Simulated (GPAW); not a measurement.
# Polarising a 9-layer slab of Au(110) with a field along the normal

The dipole of the cell at several fields, atoms fixed. What does the strongest field give, and what length does the slope stand for?

How it was computed: GPAW 26.7.0, plane waves (400 eV), PAW setups, PBE, 8×11 mesh, a dipole layer in the vacuum; geometry relaxed without an applied field with GPAW. The cell's area is 11.77 Å², and e/ε0 = 180.95 V Å.

Results, with one row withheld:

```
field (V/Å)  dipole (e Å)
       −0.2       −0.1910
       −0.1       −0.0963
      −0.05       −0.0489
       0.05        0.0457
        0.1        0.0931
        0.2        0.1877
        0.3             ?
```

Q: What is the dipole at 0.3 V/Å?

Worked answer. A line through the 6 points has the slope α = 0.947 e Å per V/Å and the intercept p₀ = −0.0016 e Å (r.m.s. residual 3.5e−05). At 0.3 V/Å it gives p = −0.0016 + 0.947 × 0.3 = 0.2824 e Å; the run gives 0.2825 e Å, so the response stays linear to 0.0 % of the induced part. Dividing by ε0 and the area: α/(ε0 A) = 0.947 × 180.95 / 11.77 = 14.55 Å, against 11.91 Å between the outer nuclei. A metal screens fully, so the excess of 2.64 Å puts the image planes about 1.32 Å outside the outer atoms on average.

Caveats: This is the electronic response alone; ions that move would add to it in polar layers. No run was spin-polarised, so magnetic states weren't tested. Spin-orbit coupling is left out, which matters for the heavier atoms here.

[Logs are printed without paths, hosts, clocks, repeated set-up lines and the standing remarks that a program may print on its own settings, such as how far it seeks lower states.]
